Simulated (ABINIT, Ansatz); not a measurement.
# LaB6 (Pm-3m): zone-centre phonons

Which modes does LaB6 (Pm-3m) have at the zone centre?

Program: ABINIT 10.8.3. Level of theory: DFT PBEsol, scalar-relativistic, plane waves, PseudoDojo norm-conserving pseudopotentials. Results are calculated unless marked as measured.

**1. The starting structure**

It takes space group Pm-3m (No. 221, cubic). Conventional cell: a = 4.132 Å, b = 4.132 Å, c = 4.132 Å, α = 90.00°, β = 90.00°, γ = 90.00°. Nearest to La lie 24 B at 3.04 Å. Nearest to B lie 6 B at 1.65 to 2.48 Å and 4 La at 3.04 Å. Farther neighbours are not listed.

**2. Relaxation**

The harmonic expansion starts where the forces on the atoms vanish, and stress shifts the frequencies, so cell and atoms are relaxed with tight thresholds.

The starting cell comes from a relaxation made beforehand in Ansatz (PBEsol, PseudoDojo NC).

relax.abi

```
# relaxation
ionmov 2
optcell 2
ecutsm 0.5
dilatmx 1.08
ntime 40
tolmxf 1.0d-05
tolvrs 1.0d-14
prtwf 0
prtden 0
chksymtnons 0

# basis, mesh and filling
ecut 50.0
ngkpt 6 6 6
nshiftk 1
shiftk 0.0 0.0 0.0
istwfk *1
occopt 7
tsmear 0.01
nband 22
nstep 100
diemac 1000000.0
prtebands 0
prtgsr 0
useylm 1

# cell and atoms
acell 7.809083045 7.809083045 7.809083045
rprim 
    1.0 0.0 0.0
    0.0 1.0 0.0
    0.0 0.0 1.0
ntypat 2
znucl 57 5
natom 7
typat 1 2 2 2 2 2 2
xred 
    0.0 0.0 0.0
    0.1995663245 0.5 0.5
    0.5 0.1995663245 0.5
    0.8004336755 0.5 0.5
    0.5 0.8004336755 0.5
    0.5 0.5 0.1995663245
    0.5 0.5 0.8004336755
pp_dirpath "./pseudo"
pseudos "La.upf, B.upf"
```

On the command line:

```
OMP_NUM_THREADS=1 mpirun -n 8 abinit relax.abi > relax.log
```

Numbers of over 12 decimals in the logs are rounded to 6 here.

relax.abo, the main output file:

```text
[banners, grids, parts of the stress and lines that vanish by symmetry left out]
- input  file    -> relax.abi
- output file    -> relax.abo
- root for input  files -> relaxi
[...]
Symmetries : space group Pm -3 m (#221); Bravais cP (primitive cubic)
[...]
mpw =       10169          nfft =      157464          nkpt =          20
[...]
== DATASET  1 ==================================================================
[...]
cutoff_energies: {ecut:  50.0, pawecutdg:  -1.0, }
[...]
ETOT  1  -52.593205817142    -5.259E+01 4.861E-02 4.421E+03
 ETOT  2  -52.863620856895    -2.704E-01 1.125E-01 9.181E+01
 ETOT  3  -52.873759323855    -1.014E-02 1.312E-01 2.254E+00
 ETOT  4  -52.875500625080    -1.741E-03 3.635E-02 1.831E+00
 ETOT  5  -52.876237515190    -7.369E-04 2.584E-02 2.524E-01
[...]
At SCF step   63       vres2   =  7.74E-15 < tolvrs=  1.00E-14 =>converged.
[...]
sigma(1 1)= -2.18758943E-06  sigma(3 2)=  0.00000000E+00
  sigma(2 2)= -2.18758943E-06  sigma(3 1)=  0.00000000E+00
  sigma(3 3)= -2.18758943E-06  sigma(2 1)=  0.00000000E+00
[...]
convergence: {deltae: -9.166E-13, res2:  7.740E-15, residm:  1.579E-04, diffor: null, }
etotal    :  -5.28768775E+01
[...]
ETOT  1  -52.876878119165    -5.288E+01 4.623E-04 1.187E-03
[...]
At SCF step   26       vres2   =  3.72E-15 < tolvrs=  1.00E-14 =>converged.
[...]
sigma(1 1)= -1.29536252E-06  sigma(3 2)=  0.00000000E+00
  sigma(2 2)= -1.29536252E-06  sigma(3 1)=  0.00000000E+00
  sigma(3 3)= -1.29536252E-06  sigma(2 1)=  0.00000000E+00
[...]
convergence: {deltae:  2.629E-13, res2:  3.716E-15, residm:  1.422E-04, diffor: null, }
etotal    :  -5.28768782E+01
[...]
ETOT  1  -52.876878345564    -5.288E+01 2.318E-04 2.714E-04
[...]
At SCF step   16       vres2   =  4.48E-15 < tolvrs=  1.00E-14 =>converged.
[...]
sigma(1 1)= -2.59558811E-07  sigma(3 2)=  0.00000000E+00
  sigma(2 2)= -2.59558811E-07  sigma(3 1)=  0.00000000E+00
  sigma(3 3)= -2.59558811E-07  sigma(2 1)=  0.00000000E+00
[...]
convergence: {deltae:  1.734E-12, res2:  4.484E-15, residm:  1.209E-04, diffor: null, }
etotal    :  -5.28768784E+01
[...]
ETOT  1  -52.876878374038    -5.288E+01 1.066E-04 4.792E-05
[...]
ETOT 15  -52.876878377248     3.624E-13 4.577E-05 2.411E-14
 ETOT 16  -52.876878377251    -2.849E-12 3.718E-05 9.140E-15
 At SCF step   16       vres2   =  9.14E-15 < tolvrs=  1.00E-14 =>converged.
[...]
sigma(1 1)= -7.83039729E-08  sigma(3 2)=  0.00000000E+00
  sigma(2 2)= -7.83039729E-08  sigma(3 1)=  0.00000000E+00
  sigma(3 3)= -7.83039729E-08  sigma(2 1)=  0.00000000E+00
[...]
convergence: {deltae: -2.849E-12, res2:  9.140E-15, residm:  3.718E-05, diffor: null, }
etotal    :  -5.28768784E+01
[...]
At Broyd/MD step   4, gradients are converged :
[...]
sigma(1 1)= -7.83039729E-08  sigma(3 2)=  0.00000000E+00
  sigma(2 2)= -7.83039729E-08  sigma(3 1)=  0.00000000E+00
  sigma(3 3)= -7.83039729E-08  sigma(2 1)=  0.00000000E+00
[...]
- sigma(1 1)= -2.30378242E-03  sigma(3 2)=  0.00000000E+00
- sigma(2 2)= -2.30378242E-03  sigma(3 1)=  0.00000000E+00
- sigma(3 3)= -2.30378242E-03  sigma(2 1)=  0.00000000E+00
[...]
fcart     -0.0000000000E+00 -0.0000000000E+00 -2.4200941350E-22
           strten     -7.8303972857E-08 -7.8303972857E-08 -7.8303972851E-08
================================================================================

[key lines of the parts left out:]
pressure_GPa:   2.3038E-03
Total energy (etotal) [Ha]= -5.28768783772509E+01
```

The job ended after 4.6 min (8 MPI ranks of Arm Neoverse V2, shared host).

Little changed from the start: no atom moved by 0.005 Å and no cell edge by 0.1 %.

Read from the output:

| Quantity | Value |
| --- | --- |
| volume per atom | 10.09 Å³ |
| pressure | 0.002304 GPa |
| gap on the k-mesh | 0 eV |

**3. Self-consistent run for the response**

The response is built on these wavefunctions, so the potential is converged far more tightly than an energy would need. Occupations are smeared.

gs.abi

```
# ground state
tolvrs 1.0d-16
prtden 1
prtwf 1

# basis, mesh and filling
ecut 50.0
ngkpt 6 6 6
nshiftk 1
shiftk 0.0 0.0 0.0
istwfk *1
occopt 7
tsmear 0.01
nband 22
nstep 100
diemac 1000000.0
prtebands 0
prtgsr 0
useylm 1

# cell and atoms
acell 7.810191445 7.810191445 7.810191445
rprim 
    1.0 0.0 0.0
    0.0 1.0 0.0
    0.0 0.0 1.0
ntypat 2
znucl 57 5
natom 7
typat 1 2 2 2 2 2 2
xred 
    0.0 0.0 0.0
    0.1996413686 0.5 0.5
    0.5 0.1996413686 0.5
    0.8003586314 0.5 0.5
    0.5 0.8003586314 0.5
    0.5 0.5 0.1996413686
    0.5 0.5 0.8003586314
pp_dirpath "./pseudo"
pseudos "La.upf, B.upf"
```

On the command line:

```
OMP_NUM_THREADS=1 mpirun -n 8 abinit gs.abi > gs.log
```

gs.abo, the main output file:

```text
[banners, grids, parts of the stress and lines that vanish by symmetry left out]
- input  file    -> gs.abi
- output file    -> gs.abo
- root for input  files -> gsi
[...]
Symmetries : space group Pm -3 m (#221); Bravais cP (primitive cubic)
[...]
mpw =        8121          nfft =      125000          nkpt =          20
[...]
== DATASET  1 ==================================================================
[...]
cutoff_energies: {ecut:  50.0, pawecutdg:  -1.0, }
[...]
ETOT  1  -52.595379476662    -5.260E+01 4.123E-02 3.500E+03
 ETOT  2  -52.864408755274    -2.690E-01 1.397E-01 7.027E+01
 ETOT  3  -52.874141914174    -9.733E-03 5.894E-02 2.282E+00
 ETOT  4  -52.875770811153    -1.629E-03 4.157E-02 1.398E+00
 ETOT  5  -52.876419683900    -6.489E-04 2.336E-02 2.609E-01
[...]
ETOT 73  -52.876880712041    -1.378E-12 7.371E-05 1.902E-16
 ETOT 74  -52.876880712040     6.892E-13 9.944E-05 2.398E-18
 At SCF step   74       vres2   =  2.40E-18 < tolvrs=  1.00E-16 =>converged.
[...]
sigma(1 1)=  5.51355471E-07  sigma(3 2)=  0.00000000E+00
  sigma(2 2)=  5.51355471E-07  sigma(3 1)=  0.00000000E+00
  sigma(3 3)=  5.51355471E-07  sigma(2 1)=  0.00000000E+00
[...]
convergence: {deltae:  6.892E-13, res2:  2.398E-18, residm:  9.944E-05, diffor: null, }
etotal    :  -5.28768807E+01
[...]
sigma(1 1)=  5.51355471E-07  sigma(3 2)=  0.00000000E+00
  sigma(2 2)=  5.51355471E-07  sigma(3 1)=  0.00000000E+00
  sigma(3 3)=  5.51355471E-07  sigma(2 1)=  0.00000000E+00
[...]
- sigma(1 1)=  1.62214380E-02  sigma(3 2)=  0.00000000E+00
- sigma(2 2)=  1.62214380E-02  sigma(3 1)=  0.00000000E+00
- sigma(3 3)=  1.62214380E-02  sigma(2 1)=  0.00000000E+00
[...]
fcart     -0.0000000000E+00  1.2100470675E-22 -0.0000000000E+00
           strten      5.5135547120E-07  5.5135547121E-07  5.5135547121E-07
================================================================================

[key lines of the parts left out:]
pressure_GPa:  -1.6221E-02
```

Wall time 2.2 min (8 MPI ranks).

Read from the output:

* pressure: -0.01622 GPa

The cell stands at -0.016 GPa, close enough for phonons.

**4. Zone-centre response**

At q = 0 one unit cell holds all displacements. The response is solved for single atoms along the cell's directions, and symmetry skips those that follow from others. The crystal is treated as a metal, which screens a static field, so no field response is asked.

dfpt_gamma.abi

```

# common to the responses
getwfk_filepath "gso_WFK"
kptopt 2
nqpt 1
qpt 0.0 0.0 0.0
asr 0
chneut 0

# displacements
rfphon 1
rfatpol 1 7
rfdir 1 1 1
tolvrs 1.0d-10
prtwf 0

# basis, mesh and filling
ecut 50.0
ngkpt 6 6 6
nshiftk 1
shiftk 0.0 0.0 0.0
istwfk *1
occopt 7
tsmear 0.01
nband 22
nstep 100
diemac 1000000.0
prtebands 0
prtgsr 0
useylm 1

# cell and atoms
acell 7.810191445 7.810191445 7.810191445
rprim 
    1.0 0.0 0.0
    0.0 1.0 0.0
    0.0 0.0 1.0
ntypat 2
znucl 57 5
natom 7
typat 1 2 2 2 2 2 2
xred 
    0.0 0.0 0.0
    0.1996413686 0.5 0.5
    0.5 0.1996413686 0.5
    0.8003586314 0.5 0.5
    0.5 0.8003586314 0.5
    0.5 0.5 0.1996413686
    0.5 0.5 0.8003586314
pp_dirpath "./pseudo"
pseudos "La.upf, B.upf"
```

On the command line:

```
OMP_NUM_THREADS=1 mpirun -n 8 abinit dfpt_gamma.abi > dfpt_gamma.log
```

dfpt_gamma.abo, the main output file:

```text
[banners, grids, parts of the stress and lines that vanish by symmetry left out]
- input  file    -> dfpt_gamma.abi
- output file    -> dfpt_gamma.abo
- root for input  files -> dfpt_gammai
- root for output files -> dfpt_gammao

 Symmetries : space group Pm -3 m (#221); Bravais cP (primitive cubic)
================================================================================
 Values of the parameters that define the memory need of the present run (RF).
     intxc =       0      iscf =       7    lmnmax =      32     lnmax =       8
     mgfft =      50  mpssoang =       4    mqgrid =    3001     natom =       7
  nloc_mem =       1    nspden =       1   nspinor =       1    nsppol =       1
      nsym =      48    n1xccc =    2501    ntypat =       2    occopt =       7
   xclevel =       2
-    mband =          22        mffmem =           1         mkmem =          14
-   mkqmem =          14        mk1mem =          14           mpw =        8121
      nfft =      125000          nkpt =         112
- my_mband =          22
================================================================================
================================================================================

--------------------------------------------------------------------------------
------------- Echo of variables that govern the present computation ------------
--------------------------------------------------------------------------------
-
- outvars: echo of selected default values
-   iomode0 =  0 , fftalg0 =312 , wfoptalg0 =  0
-
- outvars: echo of global parameters not present in the input file
-  max_nthreads =    1
-
 -outvars: echo values of preprocessed input variables
 [... echo left out ...]
================================================================================

 chkinp: Checking input parameters for consistency.

[...]
== DATASET  1 ==================================================================
-   mpi_nproc: 8, omp_nthreads: 1 (-1 if OMP is not activated)

--- !DatasetInfo
iteration_state: {dtset: 1, }
dimensions: {natom: 7, nkpt: 112, mband: 22, nsppol: 1, nspinor: 1, nspden: 1, mpw: 8121, }
cutoff_energies: {ecut:  50.0, pawecutdg:  -1.0, }
electrons: {nelect:   2.90000000E+01, charge:   0.00000000E+00, occopt:   7.00000000E+00, tsmear:   1.00000000E-02, }
meta: {optdriver: 1, rfphon: 1, }
...

 mkfilename: getwfk from: gso_WFK

 Real(R)+Recip(G) space primitive vectors, cartesian coordinates (Bohr,Bohr^-1):
 R(1)=  7.8101914  0.0000000  0.0000000  G(1)=  0.1280378  0.0000000  0.0000000
 R(2)=  0.0000000  7.8101914  0.0000000  G(2)=  0.0000000  0.1280378  0.0000000
 R(3)=  0.0000000  0.0000000  7.8101914  G(3)=  0.0000000  0.0000000  0.1280378
 Unit cell volume ucvol=  4.7641457E+02 bohr^3
 Angles (23,13,12)=  9.00000000E+01  9.00000000E+01  9.00000000E+01 degrees
 setup1 : take into account q-point for computing boxcut.

 getcut: wavevector=  0.0000  0.0000  0.0000  ngfft=  50  50  50
         ecut(hartree)=     50.000   => boxcut(ratio)=   2.01121

--- Pseudopotential description ------------------------------------------------
- pspini: atom type   1  psp file is ./pseudo/La.upf

- pspini: atom type   2  psp file is ./pseudo/B.upf

   1.40054313E+03                                ecore*ucvol(ha*bohr**3)
--------------------------------------------------------------------------------

 ==>  initialize data related to q vector <==

 The list of irreducible perturbations for this q vector is:
    1)    idir= 1    ipert=   1
    2)    idir= 1    ipert=   2
    3)    idir= 2    ipert=   2

[...]
The perturbation idir=   2  ipert=   1 is
 symmetric of a previously calculated perturbation.
 So, its SCF calculation is not needed.

 The perturbation idir=   3  ipert=   1 is
 symmetric of a previously calculated perturbation.
 So, its SCF calculation is not needed.

 The perturbation idir=   3  ipert=   2 is
 symmetric of a previously calculated perturbation.
 So, its SCF calculation is not needed.

 The perturbation idir=   1  ipert=   3 is
 symmetric of a previously calculated perturbation.
 So, its SCF calculation is not needed.

[...]
The perturbation idir=   2  ipert=   7 is
 symmetric of a previously calculated perturbation.
 So, its SCF calculation is not needed.

 The perturbation idir=   3  ipert=   7 is
 symmetric of a previously calculated perturbation.
 So, its SCF calculation is not needed.

--------------------------------------------------------------------------------
 Perturbation wavevector (in red.coord.)   0.000000  0.000000  0.000000
 Perturbation : displacement of atom   1   along direction   1
 Found     8 symmetries that leave the perturbation invariant.

[...]
dfpt_looppert : total number of electrons, from k and k+q
  fully or partially occupied states are    2.900000E+01 and    2.900000E+01.
 Initialisation of the first-order wave-functions :
  ireadwf=   0

--- !BeginCycle
iteration_state: {dtset: 1, }
solver: {iscf: 7, nstep: 100, nline: 4, wfoptalg: 0, }
tolerances: {tolvrs: 1.00E-10, }
...

     iter   2DEtotal(Ha)        deltaE(Ha) residm    vres2
-ETOT  1   5.325848     -1.654E+03 6.134E+01 7.337E+03
 ETOT  2   3.521523     -1.804E+00 1.226E+00 7.581E+01
 ETOT  3   3.477579     -4.394E-02 6.313E-01 3.614E+01
 ETOT  4   3.466729     -1.085E-02 4.556E-01 9.826E-01
 ETOT  5   3.465030     -1.699E-03 1.876E-01 4.180E-02
[...]
At SCF step   39       vres2   =  2.81E-13 < tolvrs=  1.00E-10 =>converged.
[...]
Mean square residual over all n,k,spin=   16.545E-06; max=  80.638E-04

 Thirteen components of 2nd-order total energy (hartree) are
 1,2,3: 0th-order hamiltonian combined with 1st-order wavefunctions
     kin0=   1.88962028E+03 eigvalue=   7.00945304E+01  local=  -9.59973984E+02
 4,5,6: 1st-order hamiltonian combined with 1st and 0th-order wfs
 loc psp =  -9.61400089E+02  Hartree=   2.89337874E+02     xc=  -7.39340442E+01
 note that "loc psp" includes a xc core correction that could be resolved
 7,8,9: eventually, occupation + non-local contributions
    edocc=   2.41120472E+01     enl0=   4.16517068E+02   enl1=  -2.35014746E+03
 1-9 gives the relaxation energy (to be shifted if some occ is /=2.0)
   erelax=  -1.65577377E+03
 10,11,12 Non-relaxation  contributions : frozen-wavefunctions and Ewald
 fr.local=   3.73192627E+02 fr.nonlo=   1.18136296E+03  Ewald=   1.06192078E+02
 13,14 Frozen wf xc core corrections (1) and (2)
 frxc 1  =  -9.79244326E+01  frxc 2 =   9.64145086E+01
 Resulting in :
 2DEtotal=    0.3463970670E+01 Ha. Also 2DEtotal=    0.942594438516E+02 eV
    (2DErelax=   -1.6557737727E+03 Ha. 2DEnonrelax=    1.6592377434E+03 Ha)
    (  non-var. 2DEtotal :    3.4639709798E+00 Ha)

[...]
Perturbation wavevector (in red.coord.)   0.000000  0.000000  0.000000
 Perturbation : displacement of atom   2   along direction   1
 Found     8 symmetries that leave the perturbation invariant.

[...]
dfpt_looppert : total number of electrons, from k and k+q
  fully or partially occupied states are    2.900000E+01 and    2.900000E+01.
 Initialisation of the first-order wave-functions :
  ireadwf=   0

--- !BeginCycle
iteration_state: {dtset: 1, }
solver: {iscf: 7, nstep: 100, nline: 4, wfoptalg: 0, }
tolerances: {tolvrs: 1.00E-10, }
...

     iter   2DEtotal(Ha)        deltaE(Ha) residm    vres2
-ETOT  1   30.618426988063     -4.206E+02 1.121E+00 3.239E+04
[...]
At SCF step   34       vres2   =  8.56E-11 < tolvrs=  1.00E-10 =>converged.
[...]
Mean square residual over all n,k,spin=   50.764E-07; max=  11.519E-04

 Thirteen components of 2nd-order total energy (hartree) are
 1,2,3: 0th-order hamiltonian combined with 1st-order wavefunctions
     kin0=   3.93505502E+02 eigvalue=  -2.03150477E+01  local=  -1.73794792E+02
 4,5,6: 1st-order hamiltonian combined with 1st and 0th-order wfs
 loc psp =  -1.45191756E+02  Hartree=   4.25797971E+01     xc=  -9.43818570E+00
 note that "loc psp" includes a xc core correction that could be resolved
 7,8,9: eventually, occupation + non-local contributions
    edocc=   2.77840909E+00     enl0=   1.92176094E+02   enl1=  -7.09791798E+02
 1-9 gives the relaxation energy (to be shifted if some occ is /=2.0)
   erelax=  -4.27491777E+02
 10,11,12 Non-relaxation  contributions : frozen-wavefunctions and Ewald
 fr.local=  -2.81421816E+01 fr.nonlo=   3.81358374E+02  Ewald=   9.99285625E+01
 13,14 Frozen wf xc core corrections (1) and (2)
 frxc 1  =  -4.16831349E+00  frxc 2 =   2.28160689E+00
 Resulting in :
 2DEtotal=    0.2376627077E+02 Ha. Also 2DEtotal=    0.646713173647E+03 eV
    (2DErelax=   -4.2749177717E+02 Ha. 2DEnonrelax=    4.5125804795E+02 Ha)
    (  non-var. 2DEtotal :    2.3766270947E+01 Ha)

[...]
Perturbation wavevector (in red.coord.)   0.000000  0.000000  0.000000
 Perturbation : displacement of atom   2   along direction   2
 Found     2 symmetries that leave the perturbation invariant.

--------------------------------------------------------------------------------

--------------------------------------------------------------------------------

 dfpt_looppert : total number of electrons, from k and k+q
  fully or partially occupied states are    2.900000E+01 and    2.900000E+01.
 Initialisation of the first-order wave-functions :
  ireadwf=   0

--- !BeginCycle
iteration_state: {dtset: 1, }
solver: {iscf: 7, nstep: 100, nline: 4, wfoptalg: 0, }
tolerances: {tolvrs: 1.00E-10, }
...

     iter   2DEtotal(Ha)        deltaE(Ha) residm    vres2
-ETOT  1   11.779657545777     -3.594E+02 7.377E-01 1.542E+04
[...]
ETOT 28   8.423300     -1.563E-09 3.048E-03 1.180E-10
 ETOT 29   8.423300     -1.140E-09 3.172E-03 1.909E-11

 At SCF step   29       vres2   =  1.91E-11 < tolvrs=  1.00E-10 =>converged.
[...]
Mean square residual over all n,k,spin=   10.747E-06; max=  31.718E-04

 Thirteen components of 2nd-order total energy (hartree) are
 1,2,3: 0th-order hamiltonian combined with 1st-order wavefunctions
     kin0=   3.53402226E+02 eigvalue=  -1.85468399E+01  local=  -1.40078394E+02
 4,5,6: 1st-order hamiltonian combined with 1st and 0th-order wfs
 loc psp =  -1.47037081E+02  Hartree=   3.74618562E+01     xc=  -9.39884709E+00
 note that "loc psp" includes a xc core correction that could be resolved
 7,8,9: eventually, occupation + non-local contributions
    edocc=   2.89847117E+00     enl0=   1.37035973E+02   enl1=  -5.78511811E+02
 1-9 gives the relaxation energy (to be shifted if some occ is /=2.0)
   erelax=  -3.62774447E+02
 10,11,12 Non-relaxation  contributions : frozen-wavefunctions and Ewald
 fr.local=   5.68241550E+01 fr.nonlo=   3.02065635E+02  Ewald=   1.27855831E+01
 13,14 Frozen wf xc core corrections (1) and (2)
 frxc 1  =  -4.38359747E+00  frxc 2 =   3.90597117E+00
 Resulting in :
 2DEtotal=    0.8423299609E+01 Ha. Also 2DEtotal=    0.229209659133E+03 eV
    (2DErelax=   -3.6277444723E+02 Ha. 2DEnonrelax=    3.7119774684E+02 Ha)
    (  non-var. 2DEtotal :    8.4233005250E+00 Ha)

[...]
---- first-order wavefunction calculations are completed ----

 ==> Compute Derivative Database <==

 [... matrices left out ...]
  Phonon wavevector (reduced coordinates) :  0.00000  0.00000  0.00000
 Phonon energies in Hartree :
  -3.543625E-05 -3.543625E-05 -3.543625E-05  8.371453E-04  8.371453E-04
   8.371453E-04  2.369524E-03  2.369524E-03  2.369524E-03  2.560419E-03
   2.560419E-03  2.560419E-03  3.197880E-03  3.197880E-03  3.197880E-03
   3.915422E-03  3.915422E-03  3.915422E-03  5.168170E-03  5.168170E-03
   5.888773E-03
 Phonon frequencies in cm-1    :
- -7.777358E+00 -7.777358E+00 -7.777358E+00  1.837321E+02  1.837321E+02
-  1.837321E+02  5.200504E+02  5.200504E+02  5.200504E+02  5.619470E+02
-  5.619470E+02  5.619470E+02  7.018536E+02  7.018536E+02  7.018536E+02
-  8.593358E+02  8.593358E+02  8.593358E+02  1.134282E+03  1.134282E+03
-  1.292436E+03

== END DATASET(S) ==============================================================
================================================================================

 -outvars: echo values of variables after computation
            acell      7.8101914450E+00  7.8101914450E+00  7.8101914450E+00 Bohr
           etotal      8.4232996092E+00
            fcart      0.0000000000E+00  0.0000000000E+00  0.0000000000E+00
           strten      0.0000000000E+00  0.0000000000E+00  0.0000000000E+00
================================================================================
```

Elapsed: 7.7 min, on 8 MPI ranks; 61 min of CPU time.

This step gave:

| Item | Value |
| --- | --- |
| largest acoustic frequency at the zone centre before the sum rule | -7.78 cm⁻¹ |
| highest optical zone-centre mode (no LO-TO term) | 1292 cm⁻¹ |
| lowest optical zone-centre mode | 183.7 cm⁻¹ |

The acoustic modes at Γ come out as far as 7.8 cm⁻¹ from zero, where they should vanish, a small numerical error.

(Continued in part 2 of 2.)

[Host names and launcher messages were left out of these logs when they were recorded.]

[Logs are printed without paths, hosts, clocks, repeated set-up lines and the standing remarks that a program may print on its own settings, such as how far it seeks lower states.]

[Hosts, paths, dates, database ids (printed as entryN), source tags and the programs' standing remarks are cut or masked in the printed files.]
